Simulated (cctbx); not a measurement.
# Symmetry from intensities

Cell: a = 4.5360 Å, b = 4.5360 Å, c = 9.0910 Å, α = 90.00°, β = 90.00°, γ = 90.00°. Expected content of the cell: Co1 Cr1 S2 Mg6 O6.

The data are simulated with cctbx, not measured: synchrotron X-rays, λ = 0.6889 Å, to d = 0.65 Å, 70 % of the full sphere, strongest reflection 70000 counts, noise from counting, a 2 % proportional error and a noise floor of 15 counts (s.d.); no absorption.

Tests on the unmerged data give:

```text
1929 reflections to d = 0.653 A
centring   violations  <I/sigma> of those
    A        586 of   968     12.3
    B        583 of   956     12.5
    C        487 of   968      9.1
    I        437 of   946      9.1
    R        647 of  1270     11.8
    F        828 of  1446     11.3
Laue class    unique    Rint  (classes that these axes allow; Friedel mates merged)
P -1             1265   0.016
P 1 2/m 1         755   0.019
P 1 1 2/m         725   0.018
P 2/m 1 1         758   0.019
P m m m           442   0.020
P 4/m             373   0.022
P 4/m m m         251   0.022
space group    extra absences  I>4sigma  <I/sigma>
P 4 2 2                 0          0         -  acentric
P 4 m m                 0          0         -  acentric
P -4 2 m                0          0         -  acentric
P -4 m 2                0          0         -  acentric
P 4/m m m               0          0         -  centric
Wilson B = 0.37 A^2   <|E^2-1|> = 1.182 (0.968 centric, 0.736 acentric)   E^2>4: 6.6 %
shell (A)         n   <I/sigma>
 9.09 - 1.31     42     40.0
 1.31 - 1.04     34     32.7
 1.04 - 0.91     29     41.5
 0.91 - 0.82     35     26.5
 0.82 - 0.76     28     27.4
 0.76 - 0.72     26     26.1
 0.72 - 0.68     32     37.2
 0.68 - 0.65     25     20.7
```

**Question.** What are the lattice type, the Laue class and the likely space group?

Every centring test has many violations, so the lattice is primitive.

Rint stays low (0.016 to 0.022) up to P 4/m m m, the highest class in these axes.

5 settings pass the absence test. No glide or screw absences show, which leaves P 4 2 2, P 4 m m, P -4 2 m, P -4 m 2 and P 4/m m m.

⟨|E²−1|⟩ = 1.182 is above even the centric ideal, a mark of pseudo-translation (a class of systematically weak reflections). The Wilson B of 0.37 Å² means U ≈ 0.0047 Å².

The true group is P4/mmm (no. 123), Laue class 4/mmm, centrosymmetric. The tables only narrow the choice to the tied entries; cell content, site symmetry and trial solutions must settle it.

The model is made up (kin elements in a known structure type, no relaxation), so it says nothing on whether the phase exists.

[Logs are printed without paths, hosts, clocks, repeated set-up lines and the standing remarks that a program may print on its own settings, such as how far it seeks lower states.]
